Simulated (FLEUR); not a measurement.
# VCo: parallel and opposed starts, part 2 of 3

Does VCo prefer parallel or opposed moments?

FLEUR MaX-R8.1; PBEsol; all-electron FLAPW, Dirac cores, scalar-relativistic bands.

So far, largest spin moment in the muffin-tin sphere (μB): step 2 (order 1, typed as ferro +) 1.25.

### Step 3. Order 2, typed as antiferro q=(1/2,1/2,1/2) +-

Reversing part of the moments tests the sign of the couplings between them.

This order needs a doubled cell of 4 atoms. The mesh is halved along the doubled vector, so that both cells sample the same points. The k list default-1 (kpts.xml, not shown) is a Γ-centred 5×10×10 mesh.

Input file inp.xml:

```
<?xml version="1.0" encoding="UTF-8" standalone="no"?>
<fleurInput fleurInputVersion="0.39">
   <comment>
      VCo
   </comment>
   <calculationSetup>
      <cutoffs Kmax="3.6" Gmax="10.8" GmaxXC="10.8" numbands="0"/>
      <scfLoop itmax="90" minDistance="0.00002" maxIterBroyd="15" imix="Anderson" alpha="0.05" precondParam="0.0" spinf="2.0" sdNocoIR="T"/>
      <coreElectrons ctail="T" frcor="F" kcrel="0" coretail_lmax="0"/>
      <xcFunctional name="PBEs" relativisticCorrections="F"/>
      <magnetism jspins="2"/>
      <soc l_soc="F" theta="0.0" phi="0.0" spav="F"/>
      <expertModes spex="0" secvar="F"/>
      <geometryOptimization l_f="F" forcealpha="1.0" forcemix="BFGS" epsdisp="0.00001" epsforce="0.00001"/>
      <ldaU l_linMix="F" mixParam="0.05" spinf="1.0"/>
   </calculationSetup>
   <cell>
      <bzIntegration valenceElectrons="60.0" mode="hist" fermiSmearingEnergy="0.00183747">
         <kPointListSelection listName="default-1"/>
         <xi:include xmlns:xi="http://www.w3.org/2001/XInclude" href="kpts.xml"> </xi:include>
      </bzIntegration>
      <xi:include xmlns:xi="http://www.w3.org/2001/XInclude" href="sym.xml"> </xi:include>
      <bulkLattice scale="1.0">
         <bravaisMatrix>
            <row-1>   10.9242335852985484     0.0000000000000000     0.0000000000000000</row-1>
            <row-2>    5.4621167926492742     5.4621167926492742     0.0000000000000000</row-2>
            <row-3>    5.4621167926492742     0.0000000000000000     5.4621167926492742</row-3>
         </bravaisMatrix>
      </bulkLattice>
   </cell>
   <atomSpecies>
      <species name="Vanadium (V)" element="V" atomicNumber="23">
         <mtSphere radius="2.31" gridPoints="763" logIncrement="0.016"/>
         <atomicCutoffs lmax="8" lnonsphr="6"/>
         <electronConfig flipSpins="F">
            <coreConfig>(1s1/2) (2s1/2) (2p1/2) (2p3/2)</coreConfig>
            <valenceConfig>(3s1/2) (3p1/2) (3p3/2) (4s1/2) (3d3/2) (3d5/2)</valenceConfig>
            <stateOccupation state="(3d3/2)" spinUp="0.600000" spinDown="0.600000"/>
            <stateOccupation state="(3d5/2)" spinUp="0.900000" spinDown="0.900000"/>
         </electronConfig>
         <energyParameters s="4" p="4" d="3" f="4"/>
         <lo type="SCLO" l="0" n="3" eDeriv="0"/>
         <lo type="SCLO" l="1" n="3" eDeriv="0"/>
      </species>
      <species name="Cobalt (Co2.000" element="Co" atomicNumber="27">
         <mtSphere radius="2.31" gridPoints="763" logIncrement="0.016"/>
         <atomicCutoffs lmax="8" lnonsphr="6"/>
         <electronConfig flipSpins="F">
            <coreConfig>(1s1/2) (2s1/2) (2p1/2) (2p3/2)</coreConfig>
            <valenceConfig>(3s1/2) (3p1/2) (3p3/2) (4s1/2) (3d3/2) (3d5/2)</valenceConfig>
            <stateOccupation state="(3d3/2)" spinUp="1.5" spinDown="1.3"/>
            <stateOccupation state="(3d5/2)" spinUp="3.0" spinDown="1.2"/>
         </electronConfig>
         <energyParameters s="4" p="4" d="3" f="4"/>
         <lo type="SCLO" l="0" n="3" eDeriv="0"/>
         <lo type="SCLO" l="1" n="3" eDeriv="0"/>
      </species>
      <species name="Cobalt (Co-2.000" element="Co" atomicNumber="27">
         <mtSphere radius="2.31" gridPoints="763" logIncrement="0.016"/>
         <atomicCutoffs lmax="8" lnonsphr="6"/>
         <electronConfig flipSpins="F">
            <coreConfig>(1s1/2) (2s1/2) (2p1/2) (2p3/2)</coreConfig>
            <valenceConfig>(3s1/2) (3p1/2) (3p3/2) (4s1/2) (3d3/2) (3d5/2)</valenceConfig>
            <stateOccupation state="(3d3/2)" spinUp="1.3" spinDown="1.5"/>
            <stateOccupation state="(3d5/2)" spinUp="1.2" spinDown="3.0"/>
         </electronConfig>
         <energyParameters s="4" p="4" d="3" f="4"/>
         <lo type="SCLO" l="0" n="3" eDeriv="0"/>
         <lo type="SCLO" l="1" n="3" eDeriv="0"/>
      </species>
   </atomSpecies>
   <atomGroups>
      <atomGroup species="Vanadium (V)">
         <relPos label="                   1">-1.000/4.000 .0000000000 .0000000000</relPos>
         <relPos label="                   2">1.000/4.000 .0000000000 .0000000000</relPos>
         <force calculate="T" relaxXYZ="TTT"/>
      </atomGroup>
      <atomGroup species="Cobalt (Co2.000">
         <relPos label="                   3">1.000/2.000 1.000/2.000 1.000/2.000</relPos>
         <force calculate="T" relaxXYZ="TTT"/>
      </atomGroup>
      <atomGroup species="Cobalt (Co-2.000">
         <relPos label="                   4">.0000000000 1.000/2.000 1.000/2.000</relPos>
         <force calculate="T" relaxXYZ="TTT"/>
      </atomGroup>
   </atomGroups>
   <output dos="F" band="F" slice="F">
      <bandDOS minEnergy="-.5*Htr" maxEnergy="0.5*Htr" sigma="0.015" storeEVData="T"/>
      <plotting iplot="0" polar="F">
         <plot TwoD="T" vec1="  1.0  0.0  0.0" vec2="  0.0  1.0  0.0" vec3="  0.0  0.0  1.0" zero="  0.0  0.0  0.0" file="plot"/>
      </plotting>
      <moessbauerParams electricFieldGradient="F" isomerShift="F" coreHyperfine="F" valenceHyperfine="F"/>
   </output>
</fleurInput>
```

Input file crystal.txt:

```
VCo
&input film=F cartesian=F /
5.78085546000  0.00000000000  0.00000000000
2.89042773000  2.89042773000  0.00000000000
2.89042773000  0.00000000000  2.89042773000
1.8897261246
1.0 1.0 1.0

4
23 0.00000000000  0.00000000000  0.00000000000
23 0.50000000000  0.00000000000  0.00000000000
27 0.75000000000  0.50000000000  0.50000000000 : 2.000
27 0.25000000000  0.50000000000  0.50000000000 : -2.000

&kpt div1=5 div2=10 div3=10 gamma=T /
```

Run with:

```console
> OMP_NUM_THREADS=1 inpgen -f crystal.txt > inpgen.log  # inp.xml is then edited as shown
> OMP_NUM_THREADS=1 mpirun -n 4 fleur_MPI > fleur.log
```

The program printed:

```text
[banner, memory and clock lines left out]
Welcome to FLEUR        (www.flapw.de)
      MaX-Release 8.1          (www.max-centre.eu)

 ========== k-point set info ==========
 Selected k-point list: default-1
 k-point list type: mesh
 0 x 0 x 0
 Number of k points: 64

 ------------Calculation Setup---------------------------
 Number of PE/node        :            4
 Number of OMP-threads    :            1
 k-points in parallel     :            4
 pe's per k-point         :            1
 No of k-point loops      :           16
 Eigenvalue solver        :       lapack
 Number of basis functions:          295
 Approximate size of matrices (H+S) per k-point:         0.001 GB
 Iteration:     1   Distance:      24.54108803 me/bohr^3
 Iteration:     2   Distance:      17.70990607 me/bohr^3
 Iteration:     3   Distance:      15.89412576 me/bohr^3
 Iteration:     4   Distance:      10.37340689 me/bohr^3
 Iteration:     5   Distance:       9.60129741 me/bohr^3
 Iteration:     6   Distance:       2.18420274 me/bohr^3
 Iteration:     7   Distance:       3.38410045 me/bohr^3
 Iteration:     8   Distance:       1.51249362 me/bohr^3
 Iteration:     9   Distance:       1.21641838 me/bohr^3
 Iteration:    10   Distance:       1.00907615 me/bohr^3
 Iteration:    11   Distance:       0.31009546 me/bohr^3
 Iteration:    12   Distance:       0.25522524 me/bohr^3
 Iteration:    13   Distance:       0.06334166 me/bohr^3
 Iteration:    14   Distance:       0.03969244 me/bohr^3
 Iteration:    15   Distance:       0.02013342 me/bohr^3
 Iteration:    16   Distance:       0.02387424 me/bohr^3
 Iteration:    17   Distance:       0.02372843 me/bohr^3
 Iteration:    18   Distance:       0.01532768 me/bohr^3
 Iteration:    19   Distance:       0.00517519 me/bohr^3
 Iteration:    20   Distance:       0.00124327 me/bohr^3
 Iteration:    21   Distance:       0.00109214 me/bohr^3
 Iteration:    22   Distance:       0.00014641 me/bohr^3
 Iteration:    23   Distance:       0.00004961 me/bohr^3
 Iteration:    24   Distance:       0.00003068 me/bohr^3
 Iteration:    25   Distance:       0.00000849 me/bohr^3

 ********************************************************************
 Run finished successfully
 Stop message:
   all done
 ********************************************************************

--- out.xml (last complete iteration) ---
<iteration numberForCurrentRun="   25" overallNumber="   25">
         [... left out ...]
         <bandgap value="0.0000005812" units="eV"/>
         <sumValenceSingleParticleEnergies value="-45.4803518382" units="Htr"/>
         <FermiEnergy value="0.3866976892" units="Htr"/>
         <valenceDensity>
            <mtCharges spin="1">
               <mtCharge atomType="1" total="5.7280828" s="1.1432566" p="3.1310044" d="1.4359559" f="0.0141520"/>
               <mtCharge atomType="2" total="8.6777440" s="1.2391863" p="3.2277077" d="4.1965622" f="0.0111963"/>
               <mtCharge atomType="3" total="7.5108742" s="1.2518602" p="3.2248215" d="3.0205134" f="0.0103207"/>
            </mtCharges>
            <mtCharges spin="2">
               <mtCharge atomType="1" total="5.7280828" s="1.1432566" p="3.1310044" d="1.4359559" f="0.0141520"/>
               <mtCharge atomType="2" total="7.5108742" s="1.2518602" p="3.2248215" d="3.0205134" f="0.0103207"/>
               <mtCharge atomType="3" total="8.6777440" s="1.2391863" p="3.2277077" d="4.1965622" f="0.0111963"/>
            </mtCharges>
            <spinDependentCharge spin="1" total="30.0000000" interstitial="2.3552163" mtSpheres="27.6447837"/>
            <spinDependentCharge spin="2" total="30.0000000" interstitial="2.3552163" mtSpheres="27.6447837"/>
            <totalCharge value="60.0000000000"/>
         </valenceDensity>
         [... left out ...]
         <magneticMomentsInMTSpheres units="muBohr">
            <globalMagMoment atomType="1" vec="0.00000   0.00000   0.00000"/>
            <localMagMoment atomType="1" vec="0.00000   0.00000   0.00000"/>
            <globalMagMoment atomType="2" vec="0.00000   0.00000   1.16687"/>
            <localMagMoment atomType="2" vec="0.00000   0.00000   1.16687"/>
            <globalMagMoment atomType="3" vec="0.00000   0.00000  -1.16687"/>
            <localMagMoment atomType="3" vec="0.00000   0.00000  -1.16687"/>
         </magneticMomentsInMTSpheres>
         [... left out ...]
         <totalEnergy value="    -4681.1715880789" units="Htr">
            <sumOfEigenvalues value="    -2704.5382248204">
               <coreElectrons value="-2659.0578729822"/>
               <valenceElectrons value="-45.4803518382"/>
            </sumOfEigenvalues>
            <densityCoulombPotentialIntegral value="-7176.9719356031"/>
            <densityEffectivePotentialIntegral value="-7446.2907721161"/>
            <chargeDenXCDenIntegral value="-205.6782683489"/>
            <FockExchangeEnergyValence value="0.0000000000"/>
            <FockExchangeEnergyCore value="0.0000000000"/>
         [... left out ...]
            <tkbTimesEntropy value="0.0012719734"/>
            <freeEnergy value="-4681.1728600522"/>
            <extrapolationTo0K value="-4681.1722240655"/>
         </totalEnergy>
         <densityConvergence units="me/bohr^3">
            <chargeDensity spin="1" distance="0.0000056358"/>
            <chargeDensity spin="2" distance="0.0000056432"/>
            <overallChargeDensity distance="0.0000084937"/>
            <spinDensity distance="0.0000074211"/>
         </densityConvergence>
      </iteration>
```

Run time: 44 s. Hardware: 4 MPI ranks of Intel Xeon Platinum 8488C (Sapphire Rapids), shared host; peak memory 0.27 GiB; 2.9 min of CPU time.

Spin moment in the muffin-tin sphere by atom:

```csv
atom,spin moment in the muffin-tin sphere (μB)
V1,0.00
V2,0.00
Co3,1.17
Co4,-1.17
```

Numbers from this step:

```
free energy                                                       : -127381.2028 eV
program's band gap on this mesh (in a metal only a level spacing) : 5.81e-7 eV
magnetization                                                     : 0 μB
final state                                                       : antiferromagnetic
```

It lies 41.0 meV a seeded atom over the first start, and its largest moment is 1.17 μB against 1.25 μB.

### Step 4. Order 3, typed as antiferro q=(0,1/2,1/2) +-

Another pattern of signs weighs the neighbour shells otherwise.

This order needs a doubled cell of 4 atoms. The mesh is halved along the doubled vector, so that both cells sample the same points. The k list default-1 (kpts.xml, not shown) is a Γ-centred 10×5×10 mesh.

inp.xml, as its differences from that of step 3:

```diff
@@ -24,5 +24,5 @@
          <bravaisMatrix>
-            <row-1>   10.9242335852985484     0.0000000000000000     0.0000000000000000</row-1>
-            <row-2>    5.4621167926492742     5.4621167926492742     0.0000000000000000</row-2>
-            <row-3>    5.4621167926492742     0.0000000000000000     5.4621167926492742</row-3>
+            <row-1>    5.4621167926492742     0.0000000000000000     0.0000000000000000</row-1>
+            <row-2>    0.0000000000000000    10.9242335852985484     0.0000000000000000</row-2>
+            <row-3>    0.0000000000000000     5.4621167926492742     5.4621167926492742</row-3>
          </bravaisMatrix>
@@ -73,4 +73,4 @@
       <atomGroup species="Vanadium (V)">
-         <relPos label="                   1">-1.000/4.000 .0000000000 .0000000000</relPos>
-         <relPos label="                   2">1.000/4.000 .0000000000 .0000000000</relPos>
+         <relPos label="                   1">.0000000000 .0000000000 .0000000000</relPos>
+         <relPos label="                   2">.0000000000 1.000/2.000 .0000000000</relPos>
          <force calculate="T" relaxXYZ="TTT"/>
@@ -78,3 +78,3 @@
       <atomGroup species="Cobalt (Co2.000">
-         <relPos label="                   3">1.000/2.000 1.000/2.000 1.000/2.000</relPos>
+         <relPos label="                   3">1.000/2.000 .0000000000 1.000/2.000</relPos>
          <force calculate="T" relaxXYZ="TTT"/>
@@ -82,3 +82,3 @@
       <atomGroup species="Cobalt (Co-2.000">
-         <relPos label="                   4">.0000000000 1.000/2.000 1.000/2.000</relPos>
+         <relPos label="                   4">1.000/2.000 1.000/2.000 1.000/2.000</relPos>
          <force calculate="T" relaxXYZ="TTT"/>
```

Input file crystal.txt:

```
VCo
&input film=F cartesian=F /
2.89042773000  0.00000000000  0.00000000000
0.00000000000  5.78085546000  0.00000000000
0.00000000000  2.89042773000  2.89042773000
1.8897261246
1.0 1.0 1.0

4
23 0.00000000000  0.00000000000  0.00000000000
23 0.00000000000  0.50000000000  0.00000000000
27 0.50000000000  0.00000000000  0.50000000000 : 2.000
27 0.50000000000  0.50000000000  0.50000000000 : -2.000

&kpt div1=10 div2=5 div3=10 gamma=T /
```

The program printed:

```text
[banner, memory and clock lines left out]
Welcome to FLEUR        (www.flapw.de)
      MaX-Release 8.1          (www.max-centre.eu)

 ========== k-point set info ==========
 Selected k-point list: default-1
 k-point list type: mesh
 10 x 5 x 10
 Number of k points: 108

 [... set-up left out ...]
 Iteration:     1   Distance:      24.10843184 me/bohr^3
 Iteration:     2   Distance:      17.29728108 me/bohr^3
 Iteration:     3   Distance:      15.52157571 me/bohr^3
 Iteration:     4   Distance:      10.47706823 me/bohr^3
 Iteration:     5   Distance:       9.55926083 me/bohr^3
[...]
<sumOfEigenvalues value="    -2704.5506271047">
               <coreElectrons value="-2659.0586225065"/>
               <valenceElectrons value="-45.4920045982"/>
            </sumOfEigenvalues>
         [... left out ...]
            <freeEnergy value="-4681.1733746789"/>
            <extrapolationTo0K value="-4681.1727212537"/>
         </totalEnergy>
         <densityConvergence units="me/bohr^3">
            <chargeDensity spin="1" distance="0.0000090613"/>
            <chargeDensity spin="2" distance="0.0000090584"/>
            <overallChargeDensity distance="0.0000092949"/>
            <spinDensity distance="0.0000155541"/>
         </densityConvergence>
      </iteration>
```

It took 64 s on 4 MPI ranks; peak memory 0.3 GiB.

Spin moment in the muffin-tin sphere by atom:

```csv
atom,spin moment in the muffin-tin sphere (μB)
V1,0.00
V2,0.00
Co3,1.22
Co4,-1.22
```

This step gave:

```yaml
free_energy: -127381.2168 eV
program_s_band_gap_on_this_mesh_in_a_metal_only_a_level_spacing: 1.00e-9 eV
magnetization: 0 μB
final_state: antiferromagnetic
```

It lies 34.0 meV a seeded atom over the first start, and its largest moment is 1.22 μB against 1.25 μB.

### Step 5. Run 4 (antiferro q=(0,0,1/2) +-)

Another pattern of signs weighs the neighbour shells otherwise.

The cell is doubled to 4 atoms to hold this order. The mesh is halved along the doubled vector, so that both cells sample the same points. The k list default-1 (kpts.xml, not shown) is a Γ-centred 10×10×5 mesh.

inp.xml, as its differences from that of step 4:

```diff
@@ -25,4 +25,4 @@
             <row-1>    5.4621167926492742     0.0000000000000000     0.0000000000000000</row-1>
-            <row-2>    0.0000000000000000    10.9242335852985484     0.0000000000000000</row-2>
-            <row-3>    0.0000000000000000     5.4621167926492742     5.4621167926492742</row-3>
+            <row-2>    0.0000000000000000     5.4621167926492742     0.0000000000000000</row-2>
+            <row-3>    0.0000000000000000     0.0000000000000000    10.9242335852985484</row-3>
          </bravaisMatrix>
@@ -73,4 +73,4 @@
       <atomGroup species="Vanadium (V)">
-         <relPos label="                   1">.0000000000 .0000000000 .0000000000</relPos>
-         <relPos label="                   2">.0000000000 1.000/2.000 .0000000000</relPos>
+         <relPos label="                   1">.0000000000 .0000000000 -1.000/4.000</relPos>
+         <relPos label="                   2">.0000000000 .0000000000 1.000/4.000</relPos>
          <force calculate="T" relaxXYZ="TTT"/>
@@ -78,3 +78,3 @@
       <atomGroup species="Cobalt (Co2.000">
-         <relPos label="                   3">1.000/2.000 .0000000000 1.000/2.000</relPos>
+         <relPos label="                   3">1.000/2.000 1.000/2.000 .0000000000</relPos>
          <force calculate="T" relaxXYZ="TTT"/>
```

Input file crystal.txt:

```
VCo
&input film=F cartesian=F /
2.89042773000  0.00000000000  0.00000000000
0.00000000000  2.89042773000  0.00000000000
0.00000000000  0.00000000000  5.78085546000
1.8897261246
1.0 1.0 1.0

4
23 0.00000000000  0.00000000000  0.00000000000
23 0.00000000000  0.00000000000  0.50000000000
27 0.50000000000  0.50000000000  0.25000000000 : 2.000
27 0.50000000000  0.50000000000  0.75000000000 : -2.000

&kpt div1=10 div2=10 div3=5 gamma=T /
```

The program printed:

```text
[banner, memory and clock lines left out]
Welcome to FLEUR        (www.flapw.de)
      MaX-Release 8.1          (www.max-centre.eu)

 ========== k-point set info ==========
 Selected k-point list: default-1
 k-point list type: mesh
 0 x 0 x 0
 Number of k points: 64

 [... set-up left out ...]
 Iteration:     1   Distance:      24.81978140 me/bohr^3
 Iteration:     2   Distance:      17.25405757 me/bohr^3
 Iteration:     3   Distance:      15.75872831 me/bohr^3
 Iteration:     4   Distance:      10.05939899 me/bohr^3
 Iteration:     5   Distance:       9.51987626 me/bohr^3
[...]
<sumOfEigenvalues value="    -2704.5976748379">
               <coreElectrons value="-2659.0840400029"/>
               <valenceElectrons value="-45.5136348349"/>
            </sumOfEigenvalues>
         [... left out ...]
            <freeEnergy value="-4681.1711532245"/>
            <extrapolationTo0K value="-4681.1703505512"/>
         </totalEnergy>
         <densityConvergence units="me/bohr^3">
            <chargeDensity spin="1" distance="0.0000094159"/>
            <chargeDensity spin="2" distance="0.0000092402"/>
            <overallChargeDensity distance="0.0000070445"/>
            <spinDensity distance="0.0000172759"/>
         </densityConvergence>
      </iteration>
```

Elapsed: 40 s, on 4 MPI ranks; peak memory 0.28 GiB.

Numbers from this step:

| Quantity | Value |
| --- | --- |
| free energy | -127381.1563 eV |
| program's band gap on this mesh (in a metal only a level spacing) | 8.00e-9 eV |
| magnetization | 0 μB |
| final state | antiferromagnetic |
| largest moment | 1.205 μB |

It lies 64.3 meV a seeded atom over the first start, and its largest moment is 1.21 μB against 1.25 μB.

[end of part 2 of 3]

[Logs and program files are shortened in this print: banners, set-up blocks, solver, clock and traceback lines can be left out without a mark of their own.]

[Logs are printed without paths, hosts, clocks, repeated set-up lines and the standing remarks that a program may print on its own settings, such as how far it seeks lower states.]

[Hosts, paths, dates, database ids (printed as entryN), source tags and the programs' standing remarks are cut or masked in the printed files.]

[Where a cell is said to come from a database of computed structures, the database is the Materials Project.]
